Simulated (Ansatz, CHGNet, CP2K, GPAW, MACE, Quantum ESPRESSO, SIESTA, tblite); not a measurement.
# SIESTA on Σ3 (111)[11-2] symmetric tilt boundary in Na2S (72 atoms): settings against a plane-wave reference, part 2 of 2

How do the settings of SIESTA change the result for Σ3 (111)[11-2] symmetric tilt boundary in Na2S (72 atoms)? A plane-wave run serves as the yardstick.

Program: SIESTA 5.4.2; the method stands at each step. Banners, paths, timers and routine set-up lines are dropped from the logs unmarked, and long logs keep their key lines alone; longer cuts are marked. The potentials were converted by us to PSML.

So far. Step 2 (PBE, DZP, shift 0.01 Ry, mesh 500 Ry): Forces lie 4.2 % from the reference's, at 0.38 times its CPU time (on 2 against 4 cores). Step 3 (PBE, SZP, shift 0.01 Ry, mesh 500 Ry): Against the first run (4.2 %), the force difference from the reference is 4.7 %, at 0.83 times the CPU time (on 1 against 2 cores), with 600 basis functions against 744: the smaller basis costs accuracy.

### Step 4. revPBE, PBE potentials, DZP, shift 0.01 Ry, mesh 500 Ry

Method: Kohn-Sham DFT, revPBE, PseudoDojo 0.4.1 norm-conserving pseudopotentials (converted to PSML), numerical atomic orbitals (DZP), diagonalisation.

input.fdf

```
SystemLabel cell
NumberOfAtoms 72
NumberOfSpecies 2
%block ChemicalSpeciesLabel
  1 16 S
  2 11 Na
%endblock ChemicalSpeciesLabel
LatticeConstant 1.0 Ang
%block LatticeVectors
  8.00983 0.00000 0.00000
  0.00000 9.24896 0.00000
  0.00000 0.00000 22.67522
%endblock LatticeVectors
PAO.BasisSize DZP
PAO.EnergyShift 0.01 Ry
XC.Functional GGA
XC.Authors revPBE
MeshCutoff 500 Ry
%block kgrid_Monkhorst_Pack
  1 0 0 0.0
  0 1 0 0.0
  0 0 1 0.0
%endblock kgrid_Monkhorst_Pack
SolutionMethod diagon
OccupationFunction FD
ElectronicTemperature 580 K
SCF.Mixer.Method Pulay
SCF.Mixer.Weight 0.05
SCF.Mixer.History 8
SCF.Mix Hamiltonian
MaxSCFIterations 300
SCF.DM.Tolerance 1e-04
SCF.H.Tolerance 1.0e-3 eV
WriteForces T
Write.HirshfeldPop T
Write.VoronoiPop T
Write.DM F
Write.H F
XML.Write F
AtomicCoordinatesFormat Fractional
%block AtomicCoordinatesAndAtomicSpecies
[... 72 atom lines left out: the same atoms as in the first run ...]
%endblock AtomicCoordinatesAndAtomicSpecies
```

Command:

```bash
$ OMP_NUM_THREADS=1 mpirun -np 2 siesta < input.fdf > output.txt
```

The program printed:

```text
Version         : 5.4.2
reinit: System Name:
reinit: System Label: cell
initatom: Reading input for the pseudopotentials and atomic orbitals ----------
Species number:   1 Atomic number:   16 Label: S
Species number:   2 Atomic number:   11 Label: Na
Ground state valence configuration (from tables):   3s02  3p04  3d00  4f00
Ground state valence configuration (from tables):   3s01  3p00  3d00  4f00
---- Processing specs for species: S
GGA--PBE XC_GGA_X_PBE--XC_GGA_C_PBE pb
---- Processing specs for species: Na
GGA--PBE XC_GGA_X_PBE--XC_GGA_C_PBE pb
Semicore shell(s) with  8 electrons included in the valence for Na
Semicore shell(s): 2s 2p
Fallback to non-perturbative polarization scheme for Na
Please see the manual if this is not desired in principle
[... lines left out ...]
Total number of electrons:   576.000000
[... lines left out ...]
stepf: Fermi-Dirac step function
        iscf     Eharris(eV)        E_KS(eV)     FreeEng(eV)     dDmax    Ef(eV) dHmax(eV)
[... lines left out ...]
SCF Convergence by DM+H criterion
[... lines left out ...]
SCF cycle converged after 14 iterations
[... lines left out ...]
   Max    2.879385
[... lines left out ...]
   Max    2.879385    constrained
Stress tensor Voigt[x,y,z,yz,xz,xy] (kbar):      -25.40      -13.82      -15.28        0.78        0.26        0.23
[... lines left out ...]
siesta: DEna    =       284.426787
siesta: DUscf   =        16.702348
siesta: Ex      =    -10507.931586
siesta: Ec      =      -664.293416
siesta: Exc     =    -11172.225003
siesta: Eharris =    -66999.703516
siesta: Etot    =    -66999.703516
siesta: FreeEng =    -66999.703516
siesta: Final energy (eV):
siesta:  Band Struct. =  -15417.079200
siesta:       Kinetic =   39015.845385
siesta:       Hartree =   25768.338339
siesta:         Exch. =  -10507.931586
siesta:         Corr. =    -664.293416
siesta:   Exch.-corr. =  -11172.225003
siesta:  Ion-electron =  -92232.599497
siesta:       Ion-ion =  -28379.062741
siesta:         Total =  -66999.703516
siesta:         Fermi =      -4.635150
siesta: Stress tensor (static) (eV/Ang**3):
siesta:    -0.015851    0.000142    0.000163
siesta:     0.000142   -0.008626    0.000485
siesta:     0.000163    0.000485   -0.009540
siesta: Cell volume =       1679.839191 Ang**3
siesta: Pressure (static):
siesta:                Solid            Molecule  Units
siesta:           0.00012350          0.00024284  Ry/Bohr**3
siesta:           0.01133898          0.02229639  eV/Ang**3
siesta:          18.16704858         35.72274755  kBar
    Orbital volume contribution        =          74.597615 eV
    (Free)E + p_basis*V_orbitals       =      -66925.105901 eV
    (Free)Eharris+ p_basis*V_orbitals  =      -66925.105901 eV
Hirshfeld Atomic Populations:
Atom #   charge [q] valence [e]  Species
     1    -0.395947    6.395947  S
     2     0.179681    8.820319  Na
     3     0.228124    8.771876  Na
     4    -0.376307    6.376307  S
     5     0.182473    8.817527  Na
[...]
7    -0.386710    6.386710  S
[...]
--------------------
 Total     0.000008
Voronoi Atomic Populations:
Atom #   charge [q] valence [e]  Species
[...]
67    -0.436935    6.436935  S
[...]
70    -0.430747    6.430747  S
    71     0.207751    8.792249  Na
    72     0.215919    8.784081  Na
--------------------
 Total     0.000008
```

Elapsed: 3.1 min, on 2 MPI ranks of Arm Neoverse V2, shared host; peak memory 2.5 GiB.

Against the reference:

```yaml
r_m_s_force_component: 0.6023 eV/Å
r_m_s_difference_of_force_components: 35.76 meV/Å
longest_difference_of_force_vectors: 144.3 meV/Å
force_difference_over_r_m_s_force: 6.26 %
slope_of_forces_against_the_reference_s: 1.054
correlation_of_force_components: 0.9995
spacing_of_highest_filled_and_lowest_empty_level: 2.402 eV
gap_difference: 0.1941 eV
pressure: 1.817 GPa
pressure_difference: 0.5914 GPa
```

Against the first run (4.2 %), the force difference from the reference is 6.3 %, at 1.0 times the CPU time; the model has changed, so this is no error of the program alone.

### Step 5. PBE, DZ, shift 0.01 Ry, mesh 500 Ry

Method: Kohn-Sham DFT, PBE, PseudoDojo 0.4.1 norm-conserving pseudopotentials (converted to PSML), numerical atomic orbitals (DZ), diagonalisation.

Changes to input.fdf since step 4:

```diff
@@ -13,6 +13,6 @@
 %endblock LatticeVectors
-PAO.BasisSize DZP
+PAO.BasisSize DZ
 PAO.EnergyShift 0.01 Ry
 XC.Functional GGA
-XC.Authors revPBE
+XC.Authors PBE
 MeshCutoff 500 Ry
```

Command:

```bash
$ OMP_NUM_THREADS=1 siesta < input.fdf > output.txt
```

The program printed:

```text
Version         : 5.4.2
reinit: System Name:
reinit: System Label: cell
initatom: Reading input for the pseudopotentials and atomic orbitals ----------
Species number:   1 Atomic number:   16 Label: S
Species number:   2 Atomic number:   11 Label: Na
Ground state valence configuration (from tables):   3s02  3p04  3d00  4f00
Ground state valence configuration (from tables):   3s01  3p00  3d00  4f00
---- Processing specs for species: S
GGA--PBE XC_GGA_X_PBE--XC_GGA_C_PBE pb
---- Processing specs for species: Na
GGA--PBE XC_GGA_X_PBE--XC_GGA_C_PBE pb
Semicore shell(s) with  8 electrons included in the valence for Na
Semicore shell(s): 2s 2p
Na pseudopotential only contains V_ls up to l=1 -- lmxkb reset.
Using PAO.SplitTailNorm
%block ChemicalSpeciesLabel
[... lines left out ...]
Total number of electrons:   576.000000
[... lines left out ...]
stepf: Fermi-Dirac step function
        iscf     Eharris(eV)        E_KS(eV)     FreeEng(eV)     dDmax    Ef(eV) dHmax(eV)
[... lines left out ...]
SCF Convergence by DM+H criterion
[... lines left out ...]
SCF cycle converged after 13 iterations
[... lines left out ...]
   Max    3.013170
[... lines left out ...]
   Max    3.013170    constrained
Stress tensor Voigt[x,y,z,yz,xz,xy] (kbar):        8.24       26.66       18.05        0.81        0.25        0.15
[... lines left out ...]
siesta: DEna    =       181.398107
siesta: DUscf   =        17.259545
siesta: Ex      =    -10493.874736
siesta: Ec      =      -664.707750
siesta: Exc     =    -11158.582486
siesta: Eharris =    -66923.453683
siesta: Etot    =    -66923.453683
siesta: FreeEng =    -66923.453683
siesta: Final energy (eV):
siesta:  Band Struct. =  -15179.331475
siesta:       Kinetic =   39235.027500
siesta:       Hartree =   25943.240513
siesta:         Exch. =  -10493.874736
siesta:         Corr. =    -664.707750
siesta:   Exch.-corr. =  -11158.582486
siesta:  Ion-electron =  -92530.886938
siesta:       Ion-ion =  -28412.252272
siesta:         Total =  -66923.453683
siesta:         Fermi =      -4.537058
siesta: Stress tensor (static) (eV/Ang**3):
siesta:     0.005143    0.000093    0.000159
siesta:     0.000093    0.016639    0.000507
siesta:     0.000159    0.000507    0.011268
siesta: Cell volume =       1679.839191 Ang**3
siesta: Pressure (static):
siesta:                Solid            Molecule  Units
siesta:          -0.00011999          0.00001004  Ry/Bohr**3
siesta:          -0.01101656          0.00092188  eV/Ang**3
siesta:         -17.65047306          1.47700940  kBar
    Orbital volume contribution        =          44.288652 eV
    (Free)E + p_basis*V_orbitals       =      -66879.165031 eV
    (Free)Eharris+ p_basis*V_orbitals  =      -66879.165031 eV
Hirshfeld Atomic Populations:
Atom #   charge [q] valence [e]  Species
     1    -0.451718    6.451718  S
     2     0.200155    8.799845  Na
     3     0.257454    8.742546  Na
     4    -0.420226    6.420226  S
     5     0.205239    8.794761  Na
[...]
7    -0.441399    6.441399  S
[...]
--------------------
 Total    -0.000017
Voronoi Atomic Populations:
Atom #   charge [q] valence [e]  Species
[...]
67    -0.496692    6.496692  S
[...]
70    -0.488585    6.488585  S
    71     0.236891    8.763109  Na
    72     0.245156    8.754844  Na
--------------------
 Total    -0.000017
```

Run time: 2 min. Hardware: 1 thread; peak memory 1.2 GiB.

Against the reference:

* r.m.s. force component: 0.6523 eV/Å
* r.m.s. difference of force components: 93.05 meV/Å
* longest difference of force vectors: 372.5 meV/Å
* force difference over r.m.s. force: 16.29 %
* slope of forces against the reference's: 1.139
* correlation of force components: 0.9972
* gap (highest filled to lowest empty level): 2.069 eV
* gap difference: -0.1388 eV
* pressure: -1.765 GPa
* pressure difference: -2.99 GPa

This is a coarse setting, run to see what it loses.

Against the first run (4.2 %), the force difference from the reference is 16 %, at 0.33 times the CPU time (on 1 against 2 cores), with 480 basis functions against 744: the smaller basis costs accuracy.

### Step 6. PBE, DZP, shift 0.04 Ry, mesh 500 Ry

Method: Kohn-Sham DFT, PBE, PseudoDojo 0.4.1 norm-conserving pseudopotentials (converted to PSML), numerical atomic orbitals (DZP), diagonalisation.

Changes to input.fdf since step 5:

```diff
@@ -13,4 +13,4 @@
 %endblock LatticeVectors
-PAO.BasisSize DZ
-PAO.EnergyShift 0.01 Ry
+PAO.BasisSize DZP
+PAO.EnergyShift 0.04 Ry
 XC.Functional GGA
```

Command:

```bash
$ OMP_NUM_THREADS=1 mpirun -np 2 siesta < input.fdf > output.txt
```

The program printed:

```text
Version         : 5.4.2
reinit: System Name:
reinit: System Label: cell
initatom: Reading input for the pseudopotentials and atomic orbitals ----------
Species number:   1 Atomic number:   16 Label: S
Species number:   2 Atomic number:   11 Label: Na
Ground state valence configuration (from tables):   3s02  3p04  3d00  4f00
Ground state valence configuration (from tables):   3s01  3p00  3d00  4f00
---- Processing specs for species: S
GGA--PBE XC_GGA_X_PBE--XC_GGA_C_PBE pb
---- Processing specs for species: Na
GGA--PBE XC_GGA_X_PBE--XC_GGA_C_PBE pb
Semicore shell(s) with  8 electrons included in the valence for Na
Semicore shell(s): 2s 2p
Fallback to non-perturbative polarization scheme for Na
Please see the manual if this is not desired in principle
[... lines left out ...]
Total number of electrons:   576.000000
[... lines left out ...]
stepf: Fermi-Dirac step function
        iscf     Eharris(eV)        E_KS(eV)     FreeEng(eV)     dDmax    Ef(eV) dHmax(eV)
[... lines left out ...]
SCF Convergence by DM+H criterion
[... lines left out ...]
SCF cycle converged after 13 iterations
[... lines left out ...]
   Max    2.542831
[... lines left out ...]
   Max    2.542831    constrained
Stress tensor Voigt[x,y,z,yz,xz,xy] (kbar):       58.13       70.26       62.52        0.62        0.20        0.14
[... lines left out ...]
siesta: DEna    =       657.865427
siesta: DUscf   =        27.367140
siesta: Ex      =    -10523.160801
siesta: Ec      =      -667.236786
siesta: Exc     =    -11190.397587
siesta: Eharris =    -66819.746314
siesta: Etot    =    -66819.746313
siesta: FreeEng =    -66819.746313
siesta: Final energy (eV):
siesta:  Band Struct. =  -14229.934792
siesta:       Kinetic =   39558.780308
siesta:       Hartree =   26092.810840
siesta:         Exch. =  -10523.160801
siesta:         Corr. =    -667.236786
siesta:   Exch.-corr. =  -11190.397587
siesta:  Ion-electron =  -92162.096077
siesta:       Ion-ion =  -29118.843797
siesta:         Total =  -66819.746313
siesta:         Fermi =      -3.283758
siesta: Stress tensor (static) (eV/Ang**3):
siesta:     0.036280    0.000085    0.000127
siesta:     0.000085    0.043850    0.000388
siesta:     0.000127    0.000388    0.039020
siesta: Cell volume =       1679.839191 Ang**3
siesta: Pressure (static):
siesta:                Solid            Molecule  Units
siesta:          -0.00043257         -0.00030722  Ry/Bohr**3
siesta:          -0.03971683         -0.02820786  eV/Ang**3
siesta:         -63.63338200        -45.19397003  kBar
    Orbital volume contribution        =          38.981033 eV
    (Free)E + p_basis*V_orbitals       =      -66780.765281 eV
    (Free)Eharris+ p_basis*V_orbitals  =      -66780.765281 eV
Hirshfeld Atomic Populations:
Atom #   charge [q] valence [e]  Species
     1    -0.275620    6.275620  S
     2     0.110230    8.889770  Na
     3     0.172706    8.827294  Na
     4    -0.244095    6.244095  S
     5     0.119868    8.880132  Na
[...]
7    -0.267284    6.267284  S
[...]
--------------------
 Total     0.000110
Voronoi Atomic Populations:
Atom #   charge [q] valence [e]  Species
[...]
67    -0.303769    6.303769  S
[...]
70    -0.293682    6.293682  S
    71     0.139727    8.860273  Na
    72     0.149195    8.850805  Na
--------------------
 Total     0.000110
```

It took 85 s on 2 MPI ranks; peak memory 1.7 GiB; 2.8 min of CPU time.

Numbers from this run, and their distance from the reference:

```yaml
r_m_s_force_component: 0.5359 eV/Å
r_m_s_difference_of_force_components: 74.81 meV/Å
longest_difference_of_force_vectors: 238.3 meV/Å
force_difference_over_r_m_s_force: 13.09 %
slope_of_forces_against_the_reference_s: 0.9314
correlation_of_force_components: 0.9929
spacing_of_highest_filled_and_lowest_empty_level: 1.822 eV
gap_difference: -0.3862 eV
pressure: -6.363 GPa
pressure_difference: -7.589 GPa
```

This is a coarse setting, run to see what it loses.

Against the first run (4.2 %), the force difference from the reference is 13 %, at 0.47 times the CPU time.

### Step 7. The ladder

Differences are against the plane-wave reference, forces as r.m.s. over components; share is that over the reference's r.m.s. force, slope the least-squares factor from reference forces to these. Total energies of different programs have different zeros and aren't compared.

```tsv
run	Δ force, r.m.s. (meV/Å)	share (%)	slope	Δ pressure (GPa)	Δ gap (eV)	cores	CPU time	memory (GiB)
reference	-	-	-	-	-	4	16 min	3.6
SIESTA PBE, DZP, shift 0.01 Ry, mesh 500 Ry	24.2	4.24	1.028	-0.620	0.0046	2	6 min	2.5
SIESTA PBE, SZP, shift 0.01 Ry, mesh 500 Ry (coarse)	27.0	4.72	1.037	-0.300	-0.0263	1	5 min	2.0
SIESTA revPBE, PBE potentials, DZP, shift 0.01 Ry, mesh 500 Ry	35.8	6.26	1.054	0.591	0.194	2	6.2 min	2.5
SIESTA PBE, DZ, shift 0.01 Ry, mesh 500 Ry (coarse)	93.1	16.3	1.139	-2.99	-0.139	1	2 min	1.2
SIESTA PBE, DZP, shift 0.04 Ry, mesh 500 Ry (coarse)	74.8	13.1	0.931	-7.59	-0.386	2	2.8 min	1.7
```

Rows marked coarse were listed beforehand as settings not expected to be converged; some can still land near the reference.

CPU time is summed over cores on a shared host, where runs went side by side, so it is rough. Symmetry, cutoffs, thresholds, outputs and thread counts weren't matched or tuned between programs; memory under MPI is the largest rank's times the ranks.

### Step 8. Outcome

| Quantity | Value |
| --- | --- |
| nearest in forces | SIESTA PBE, DZP, shift 0.01 Ry, mesh 500 Ry, 4.2 % |
| its CPU time | 6 min |

In words: The PBE run in local orbitals, coarse settings apart, differs by 4.2 % (SIESTA PBE, DZP, shift 0.01 Ry, mesh 500 Ry); basis, grid and potentials can all enter. Rows with another functional or a dispersion term differ by 6.3 % (SIESTA revPBE, PBE potentials, DZP, shift 0.01 Ry, mesh 500 Ry), which mixes the change of model with differences of basis and potentials, some of them made for another functional. Runs with settings chosen to be coarse differ by 4.7 % (SIESTA PBE, SZP, shift 0.01 Ry, mesh 500 Ry) to 16 % (SIESTA PBE, DZ, shift 0.01 Ry, mesh 500 Ry), their programs' other errors included. Of the electronic-structure runs that take under half the reference's CPU time, SIESTA PBE, DZP, shift 0.01 Ry, mesh 500 Ry comes nearest, at 4.2 % in 6 min against 16 min. SIESTA PBE, DZ, shift 0.01 Ry, mesh 500 Ry stiffens the forces by a factor of 1.14 while following their directions (correlation 0.997); the slopes of the 5 SIESTA runs lie between 0.93 and 1.14. At the same functional, gaps differ from the reference's 2.21 eV by between -0.39 and +0.00 eV. These are spacings on the run's k-points, which needn't hold the band edges. In pressure, SIESTA PBE, DZP, shift 0.04 Ry, mesh 500 Ry misses by -7.6 GPa, at the same functional. The reference's pressure holds the uncorrected Pulay stress of its 45 Ry basis, so small pressure differences, and their order, may be the reference's own error. The host structure and its lattice constant were typed by rule, without a check against the phase diagram. The electronic-structure runs sample only Γ, in a cell whose shortest periodic width is 8 Å.

[Also dropped from logs without a mark: logging warnings of Python, and SIESTA's first energy breakdown and zero terms.]

[Logs are printed without paths, hosts, clocks, repeated set-up lines and the standing remarks that a program may print on its own settings, such as how far it seeks lower states.]

[Hosts, paths, dates, database ids (printed as entryN), source tags and the programs' standing remarks are cut or masked in the printed files.]
